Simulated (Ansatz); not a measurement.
# Si on Rh(100): change of the work function, part 4 of 5

How does Si on the top site change the work function of Rh(100) as the layer fills?

Ansatz 0.2.0; plane-wave DFT, r2SCAN, Ansatz PAW (the session's first sound run).

So far, work function, upper face (eV): step 2 (the clean slab) 5.10; step 3 (17 atoms, coverage 0.25 ML, cell 2x2) 4.77; step 4 (18 atoms, coverage 0.5 ML, cell 2x2) 4.87; step 5 (5 atoms, coverage 1 ML, cell 1x1) 4.87.

## 7. The 0.25 ML cell at another level of theory, functional PBE

This step: plane-wave DFT, PBE, Ansatz PAW (Ansatz 0.2.0).

System of this step: Si/Rh(100). The cell holds 17 atoms: 16 Rh and 1 Si. Cell: a = 5.374 Å, b = 5.374 Å, c = 26.289 Å, α = 90.0°, β = 90.0°, γ = 90.0°. Vacuum lies along c.

The geometry is kept and the functional is PBE; other changes against the main runs: cutoff 500 → 420.

Input file input.yaml:

```yaml
crystal:
  lattice:
    - [5.374011537, 0.0, 0.0]
    - [0.0, 5.374011537, 0.0]
    - [0.0, 0.0, 26.2893535293]
  atoms:
    - { symbol: Rh, position: [0.25, 0.25, 0.342343907] }
    - { symbol: Rh, position: [0.0, 0.0, 0.4146165096] }
    - { symbol: Rh, position: [0.2523882527, 0.2523882527, 0.4872779654] }
    - { symbol: Rh, position: [0.0, 0.0, 0.5543555455] }
    - { symbol: Rh, position: [0.25, 0.75, 0.342343907] }
    - { symbol: Rh, position: [0.0, 0.5, 0.4146165096] }
    - { symbol: Rh, position: [0.2523882527, 0.7476117473, 0.4872779654] }
    - { symbol: Rh, position: [0.0, 0.5, 0.5587232177] }
    - { symbol: Rh, position: [0.75, 0.25, 0.342343907] }
    - { symbol: Rh, position: [0.5, 0.0, 0.4146165096] }
    - { symbol: Rh, position: [0.7476117473, 0.2523882527, 0.4872779654] }
    - { symbol: Rh, position: [0.5, 0.0, 0.5587232177] }
    - { symbol: Rh, position: [0.75, 0.75, 0.342343907] }
    - { symbol: Rh, position: [0.5, 0.5, 0.4146165096] }
    - { symbol: Rh, position: [0.7476117473, 0.7476117473, 0.4872779654] }
    - { symbol: Rh, position: [0.5, 0.5, 0.557536972] }
    - { symbol: Si, position: [0.0, 0.0, 0.6348766483] }
kpoints:
  mp_grid: { grid: [6, 6, 1] }
hamiltonian:
  xc: pbe
scf:
  occupations: { method: fermi_dirac, width: 0.1 }
  convergence: { dr2_threshold: 1.0e-08 }
efield:
  axis: 3
  dipole_correction: true
  ramp_position: 0.97
  ramp_width: 0.06
output:
  write_potential: true
  write_density: true
  volumetric_format: npy
```

Command:

```sh
ansatz run input.yaml --threads 4 --pin off --max-ram 12288MiB --backend cpu --events-out ev --progress --plain --runs-dir out
```

Numbers of over 12 decimals in the logs are rounded to 6 here.

What it wrote:

```text
[...]
Crystal: 17 atoms, lattice volume = 759.237 Å³
Basis set: ecut = 420 eV, 14815 PW (Γ)
Bands: 166, of which v1, the nominal top of the filled ones, is band 138 counted from 1 (137 counted from 0)
Symmetry: 8 space group operations
[...]
k-points: 10 of 36
[...]
SCF iter   1: F=—  HF=-103073.536199 eV  |F-HF|=—  |Δ(HF+E_count)|=         —  Δρ=7.25e-3  dr2=3.34e0  ethr=1.77e-3  p=0.067 e·Å  D=1.60e-2 V/Å  ΔV_dip=-0.42 eV  dr2_dipole=9.71e-1  V_vac-E_F(+/−)=4.41/4.83 eV  ⟨swp⟩=8.0  Hψ=7008  notcnv=0  defer=25
[...]
SCF iter  10: F=-103073.506408 eV  HF=-103073.506408 eV  |F-HF|=1.12e-8  |Δ(HF+E_count)|=   1.99e-7  Δρ=7.43e-7  dr2=7.46e-9  ethr=3.62e-12  p=0.061 e·Å  D=1.46e-2 V/Å  ΔV_dip=-0.38 eV  dr2_dipole=3.97e-10  V_vac-E_F(+/−)=4.68/5.06 eV  ⟨swp⟩=14.5  Hψ=6671  notcnv=0
SCF 1 converged in 10 iterations: F = -103073.506408 eV  dr2 = 7.46e-9
[...]
SCF converged after 10 iterations
Free energy (F): -103073.506408 eV
[...]
Internal energy: -103072.558271 eV  (E = F + TS)
E sigma→0 (E₀):  -103073.032340 eV
Entropy (-TS):   -0.948137 eV (-55.773 meV/atom)
Fermi energy:    3.336731 eV
Dipole field:    D = 0.014545 V/Å  (p = 0.061028 e·Å, saw-weighted, corrected)
Work function:   Φ+ = 4.6781 eV   Φ− = 5.0605 eV
[...]
--- Band table (eV; the first three rows and the last of 10) ---
  k-point 0: bands = [... 134 lower, 3.4880, 3.6344, 3.7642, 3.7642, 3.7710, 3.7946, 3.8247, 3.9778, ... 24 higher]
  k-point 1: bands = [... 134 lower, 3.4291, 3.5287, 3.5677, 3.5855, 3.5949, 3.6503, 3.7091, 3.8676, ... 24 higher]
  k-point 2: bands = [... 134 lower, 3.1683, 3.3146, 3.3560, 3.3971, 3.4090, 3.4600, 3.6068, 3.6450, ... 24 higher]
  k-point 9: bands = [... 134 lower, 2.3694, 2.3694, 2.4489, 2.8877, 2.8877, 2.9444, 2.9564, 2.9686, ... 24 higher]
```

Run time: 53 s. Hardware: 4 threads of Arm Neoverse V1, shared host; peak memory 3 GiB.

Reading the cycles: dr2 is the Hartree energy of the density residual (eV), the measure of convergence; HF is the Harris–Foulkes estimate of the energy, which meets the free energy F at convergence.

Numbers from this step:

* energy at zero smearing: -103073.0323 eV
* work function, upper face: 4.678 eV
* work function, lower face: 5.061 eV
* dipole along the normal: 0.06103 e·Å
* step between the vacuum levels: -0.3824 eV

The work function comes to 4.68 eV, -0.09 eV from the first level.

## 8. The 0.25 ML cell at another level of theory, functional RPBE

This step: plane-wave DFT, RPBE, Ansatz PAW (Ansatz 0.2.0).

The geometry is kept and the functional is RPBE; other changes against the main runs: cutoff 500 → 420.

Changes to input.yaml since step 7:

```diff
@@ -26,3 +26,3 @@
 hamiltonian:
-  xc: pbe
+  xc: rpbe
 scf:
```

What it wrote:

```text
[...]
Crystal: 17 atoms, lattice volume = 759.237 Å³
Basis set: ecut = 420 eV, 14815 PW (Γ)
Bands: 166, of which v1, the nominal top of the filled ones, is band 138 counted from 1 (137 counted from 0)
Symmetry: 8 space group operations
[...]
k-points: 10 of 36
[...]
SCF iter   1: F=—  HF=-103197.130989 eV  |F-HF|=—  |Δ(HF+E_count)|=         —  Δρ=7.65e-3  dr2=3.17e0  ethr=1.77e-3  p=0.067 e·Å  D=1.60e-2 V/Å  ΔV_dip=-0.42 eV  dr2_dipole=9.34e-1  V_vac-E_F(+/−)=4.35/4.77 eV  ⟨swp⟩=8.2  Hψ=7031  notcnv=0  defer=28
[...]
SCF iter  10: F=-103197.099089 eV  HF=-103197.099089 eV  |F-HF|=7.44e-9  |Δ(HF+E_count)|=   1.31e-7  Δρ=7.61e-7  dr2=5.76e-9  ethr=3.62e-12  p=0.044 e·Å  D=1.06e-2 V/Å  ΔV_dip=-0.28 eV  dr2_dipole=1.02e-11  V_vac-E_F(+/−)=4.60/4.88 eV  ⟨swp⟩=15.3  Hψ=5420  notcnv=0
SCF 1 converged in 10 iterations: F = -103197.099089 eV  dr2 = 5.76e-9
[...]
SCF converged after 10 iterations
Free energy (F): -103197.099089 eV
[...]
Internal energy: -103196.149520 eV  (E = F + TS)
E sigma→0 (E₀):  -103196.624304 eV
Entropy (-TS):   -0.949569 eV (-55.857 meV/atom)
Fermi energy:    3.452874 eV
Dipole field:    D = 0.010603 V/Å  (p = 0.044488 e·Å, saw-weighted, corrected)
Work function:   Φ+ = 4.6010 eV   Φ− = 4.8797 eV
[...]
--- Band table (eV; the first three rows and the last of 10) ---
  k-point 0: bands = [... 134 lower, 3.6016, 3.7452, 3.8767, 3.8767, 3.8820, 3.9066, 3.9365, 4.0882, ... 24 higher]
  k-point 1: bands = [... 134 lower, 3.5424, 3.6403, 3.6885, 3.6997, 3.7071, 3.7651, 3.8223, 3.9785, ... 24 higher]
  k-point 2: bands = [... 134 lower, 3.2836, 3.4278, 3.4688, 3.5101, 3.5273, 3.5888, 3.7226, 3.7586, ... 24 higher]
  k-point 9: bands = [... 134 lower, 2.4887, 2.4887, 2.5673, 3.0030, 3.0030, 3.0583, 3.0720, 3.0848, ... 24 higher]
```

The job ended after 51 s (4 threads; peak memory 3 GiB).

Numbers from this step:

```
energy at zero smearing        : -103196.6243 eV
work function, upper face      : 4.601 eV
work function, lower face      : 4.880 eV
dipole along the normal        : 0.04449 e·Å
step between the vacuum levels : -0.2787 eV
```

The work function comes to 4.60 eV, -0.16 eV from the first level.

## 9. The 0.25 ML cell at another level of theory, functional PBEsol

This step: plane-wave DFT, PBEsol, Ansatz PAW (Ansatz 0.2.0).

The geometry is kept and the functional is PBEsol; other changes against the main runs: cutoff 500 → 420.

Changes to input.yaml since step 8:

```diff
@@ -26,3 +26,3 @@
 hamiltonian:
-  xc: rpbe
+  xc: pbesol
 scf:
```

What it wrote:

```text
[...]
Crystal: 17 atoms, lattice volume = 759.237 Å³
Basis set: ecut = 420 eV, 14815 PW (Γ)
Bands: 166, of which v1, the nominal top of the filled ones, is band 138 counted from 1 (137 counted from 0)
Symmetry: 8 space group operations
[...]
k-points: 10 of 36
[...]
k-point 0: bands = [... 134 lower, 3.3880, 3.5403, 3.6646, 3.6646, 3.6772, 3.6953, 3.7259, 3.8861, ... 24 higher]
  k-point 1: bands = [... 134 lower, 3.3275, 3.4322, 3.4578, 3.4844, 3.4977, 3.5487, 3.6088, 3.7572, ... 24 higher]
  k-point 2: bands = [... 134 lower, 3.0642, 3.2134, 3.2566, 3.2965, 3.2998, 3.3414, 3.5029, 3.5448, ... 24 higher]
  k-point 9: bands = [... 134 lower, 2.2589, 2.2589, 2.3368, 2.7833, 2.7833, 2.8426, 2.8481, 2.8593, ... 24 higher]
[key lines of the parts left out:]
SCF converged after 11 iterations
Free energy (F): -102031.289561 eV
Fermi energy:    3.230907 eV
Dipole field:    D = 0.017558 V/Å  (p = 0.073670 e·Å, saw-weighted, corrected)
Work function:   Φ+ = 4.7250 eV   Φ− = 5.1866 eV
```

Wall time 55 s (4 threads); peak memory 3 GiB.

The work function comes to 4.72 eV, -0.04 eV from the first level.

## 10. Side by side

Times are for 4 threads of Arm Neoverse V1, shared host. Results by setting:

```csv
no.,functional,"work function, upper face (eV)",dipole along the normal (e·Å),time,memory (GiB)
1,pbe,4.678,0.06103,53 s,3.0
2,rpbe,4.601,0.04449,51 s,3.0
3,pbesol,4.725,0.07367,55 s,3.0
```

## 11. The same run with other settings

This step: plane-wave DFT, r2SCAN, Ansatz PAW, but for the change named below (Ansatz 0.2.0).

System of this step: Si/Rh(100). The cell holds 5 atoms: 4 Rh and 1 Si. Its edges and angles: a = 2.687 Å, b = 2.687 Å, c = 26.289 Å, α = 90.0°, β = 90.0°, γ = 90.0°. Vacuum lies along c.

A run with a changed input: it repeats the earlier run at 1 ML with hamiltonian.xc from r2scan to lda.

input.yaml, the sections that differ from step 9:

```yaml
crystal:
  lattice:
    - [2.6870057685, 0.0, 0.0]
    - [0.0, 2.6870057685, 0.0]
    - [0.0, 0.0, 26.2893535293]
  atoms:
    - { symbol: Rh, position: [0.5, 0.5, 0.342343907] }
    - { symbol: Rh, position: [0.0, 0.0, 0.4146165096] }
    - { symbol: Rh, position: [0.5, 0.5, 0.4870345287] }
    - { symbol: Rh, position: [0.0, 0.0, 0.5566075831] }
    - { symbol: Si, position: [0.0, 0.0, 0.657656093] }
kpoints:
  mp_grid: { grid: [11, 11, 1] }
hamiltonian:
  xc: lda
relax:
  f_tol: 0.02
  max_steps: 60
  constraints: [{ sites: [0, 1] }]
output:
  bader: true
  write_potential: true
  write_density: true
  volumetric_format: npy
# scf, efield: as in step 9
```

What it wrote:

```text
[...]
Crystal: 5 atoms, lattice volume = 189.809 Å³
Basis set: ecut = 420 eV, 3763 PW (Γ)
Bands: 44, of which v1, the nominal top of the filled ones, is band 36 counted from 1 (35 counted from 0)
Symmetry: 8 space group operations
[...]
k-points: 21 of 121
[...]
SCF iter   1: F=—  HF=-25720.787317 eV  |F-HF|=—  |Δ(HF+E_count)|=         —  Δρ=1.83e-2  dr2=9.92e0  ethr=1.77e-3  p=0.043 e·Å  D=4.14e-2 V/Å  ΔV_dip=-1.09 eV  dr2_dipole=4.22e0  V_vac-E_F(+/−)=4.03/5.12 eV  ⟨swp⟩=9.3  Hψ=4603  notcnv=0
[...]
SCF iter  10: F=-25720.649180 eV  HF=-25720.649179 eV  |F-HF|=8.86e-9  |Δ(HF+E_count)|=   7.20e-8  Δρ=7.68e-7  dr2=3.45e-9  ethr=1.39e-11  p=0.029 e·Å  D=2.74e-2 V/Å  ΔV_dip=-0.72 eV  dr2_dipole=1.17e-10  V_vac-E_F(+/−)=4.75/5.47 eV  ⟨swp⟩=9.9  Hψ=6701  notcnv=0
SCF 1 converged in 10 iterations: F = -25720.649180 eV  dr2 = 3.45e-9
[...]
relax step   1: F+E_penalty+E_count = -25720.64917951 eV  Δ(F+E_penalty+E_count) = +0.000e0 eV  max|allowed force component| = 1.512e0 eV/Å  Δτ_max = 0.0000 Å  (10 SCF iters, accepted)
[...]
SCF iter  10: F=-25720.947073 eV  HF=-25720.947073 eV  |F-HF|=9.53e-10  |Δ(HF+E_count)|=   9.42e-8  Δρ=5.66e-7  dr2=1.45e-9  ethr=1.09e-12  p=0.023 e·Å  D=2.16e-2 V/Å  ΔV_dip=-0.57 eV  dr2_dipole=5.29e-12  V_vac-E_F(+/−)=4.90/5.47 eV  ⟨swp⟩=9.3  Hψ=6219  notcnv=0
SCF 2 converged in 10 iterations: F = -25720.947073 eV  dr2 = 1.45e-9
relax step   2: F+E_penalty+E_count = -25720.94707317 eV  Δ(F+E_penalty+E_count) = -2.979e-1 eV  max|allowed force component| = 9.008e-1 eV/Å  Δτ_max = 0.1947 Å  (10 SCF iters, accepted)
[...]
SCF iter  10: F=-25721.033837 eV  HF=-25721.033837 eV  |F-HF|=2.04e-9  |Δ(HF+E_count)|=   3.98e-8  Δρ=9.27e-7  dr2=3.44e-9  ethr=4.45e-12  p=0.019 e·Å  D=1.81e-2 V/Å  ΔV_dip=-0.48 eV  dr2_dipole=5.36e-10  V_vac-E_F(+/−)=4.97/5.45 eV  ⟨swp⟩=9.7  Hψ=6427  notcnv=0
SCF 3 converged in 10 iterations: F = -25721.033837 eV  dr2 = 3.44e-9
relax step   3: F+E_penalty+E_count = -25721.03383732 eV  Δ(F+E_penalty+E_count) = -8.676e-2 eV  max|allowed force component| = 3.817e-1 eV/Å  Δτ_max = 0.1948 Å  (10 SCF iters, accepted)
[...]
relax step   4: F+E_penalty+E_count = -25721.04216092 eV  Δ(F+E_penalty+E_count) = -8.324e-3 eV  max|allowed force component| = 1.497e-1 eV/Å  Δτ_max = 0.0924 Å  (9 SCF iters, accepted)
SCF iter   1: F=—  HF=-25721.046349 eV  |F-HF|=—  |Δ(HF+E_count)|=         —  Δρ=2.04e-3  dr2=1.01e-2  ethr=3.12e-4  p=0.019 e·Å  D=1.84e-2 V/Å  ΔV_dip=-0.48 eV  dr2_dipole=2.33e-3  V_vac-E_F(+/−)=4.95/5.43 eV  ⟨swp⟩=3.8  Hψ=1945  notcnv=0  defer=3
[...]
SCF iter   8: F=-25721.044626 eV  HF=-25721.044626 eV  |F-HF|=1.67e-9  |Δ(HF+E_count)|=   1.38e-8  Δρ=1.09e-6  dr2=1.83e-9  ethr=1.39e-11  p=0.019 e·Å  D=1.83e-2 V/Å  ΔV_dip=-0.48 eV  dr2_dipole=1.21e-11  V_vac-E_F(+/−)=4.96/5.44 eV  ⟨swp⟩=10.0  Hψ=6883  notcnv=0
SCF 5 converged in 8 iterations: F = -25721.044626 eV  dr2 = 1.83e-9
relax step   5: F+E_penalty+E_count = -25721.04462570 eV  Δ(F+E_penalty+E_count) = -2.465e-3 eV  max|allowed force component| = 6.732e-3 eV/Å  Δτ_max = 0.0282 Å  (8 SCF iters, accepted)
[...]
SCF converged after 8 iterations
Free energy (F): -25721.044626 eV
[...]
Internal energy: -25720.822319 eV  (E = F + TS)
E sigma→0 (E₀):  -25720.933472 eV
Entropy (-TS):   -0.222307 eV (-44.461 meV/atom)
Fermi energy:    3.875797 eV
Dipole field:    D = 0.018311 V/Å  (p = 0.019207 e·Å, saw-weighted, corrected)
Work function:   Φ+ = 4.9567 eV   Φ− = 5.4381 eV
[...]
--- Forces (eV/Å), atoms counted from 1 ---
  atom   1  Rh    -0.00000000     0.00000000     1.01439987
  atom   2  Rh    -0.00000000     0.00000000    -1.02472507
  atom   3  Rh    -0.00000000     0.00000000     0.00673239
  atom   4  Rh     0.00000000     0.00000000    -0.00017939
  atom   5  Si    -0.00000000     0.00000000     0.00371369
  max |Σ_I F_I| component: 5.85e-5 eV/Å
--- Band table (eV; the first three rows and the last of 21) ---
  k-point 0: bands = [... 32 lower, 2.9469, 3.4802, 3.4802, 3.6153, 3.8816, 4.2638, 4.5255, 4.5761, ... 4 higher]
  k-point 1: bands = [... 32 lower, 2.9604, 2.9957, 3.0793, 3.7737, 3.8842, 4.0194, 4.3941, 4.6788, ... 4 higher]
  k-point 2: bands = [... 32 lower, 2.5927, 2.8997, 2.9937, 3.6085, 3.7030, 3.8183, 4.3149, 4.6929, ... 4 higher]
  k-point 20: bands = [... 32 lower, 4.1569, 4.2590, 4.5928, 4.7059, 4.8998, 4.9930, 5.2549, 7.6299, ... 4 higher]
--- Relaxed structure (5 steps of the walk, 5 accepted, 0 SCFs on fresh bases) ---
  F+E_penalty+E_count = -25721.04462570 eV   max|allowed force component| = 6.732e-3 eV/Å
  atoms:
    - { symbol: Rh, position: [0.5, 0.5, 0.342343907] }
    - { symbol: Rh, position: [0.0, 0.0, 0.4146165096] }
    - { symbol: Rh, position: [0.5, 0.5, 0.485016] }
    - { symbol: Rh, position: [0, 0.0, 0.554806] }
    - { symbol: Si, position: [0, 0.0, 0.641134] }
--- Bader charges: 5 sites ---
  site symbol  charge [e]  shift [e]
     0     Rh     -0.0450     0.0001
     1     Rh      0.0430     0.0001
     2     Rh      0.0015     0.0001
     3     Rh     -0.3707     0.0073
     4     Si      0.3711     0.0072
  estimated error of the sums over rays = 3.8e-4 e
```

Wall time 33 s (4 threads); peak memory 0.5 GiB; 2.1 min of CPU time.

```csv
quantity,this run,earlier run,difference
"work function, upper face (eV)",4.957,4.869,0.087
"work function, lower face (eV)",5.438,5.067,0.37
dipole along the normal (e·Å),0.01921,0.007904,0.011
```

What moves beyond 0.01 in its unit (for the dipole 0.5 % and 5e-5 e·Å): dipole along the normal (+0.0113 e·Å), work function, lower face (+0.371 eV) and work function, upper face (+0.0875 eV).

The change shows in the results, which are not taken further.

(Continued in part 5 of 5.)

[Logs are printed without paths, hosts, clocks, repeated set-up lines and the standing remarks that a program may print on its own settings, such as how far it seeks lower states.]

[Hosts, paths, dates, database ids (printed as entryN), source tags and the programs' standing remarks are cut or masked in the printed files.]

[Maps of the electrostatic potential energy from Ansatz leave out the sawtooth potential of an applied field or a dipole correction, so their vacuum need not be flat; planar profiles and work functions include it.]
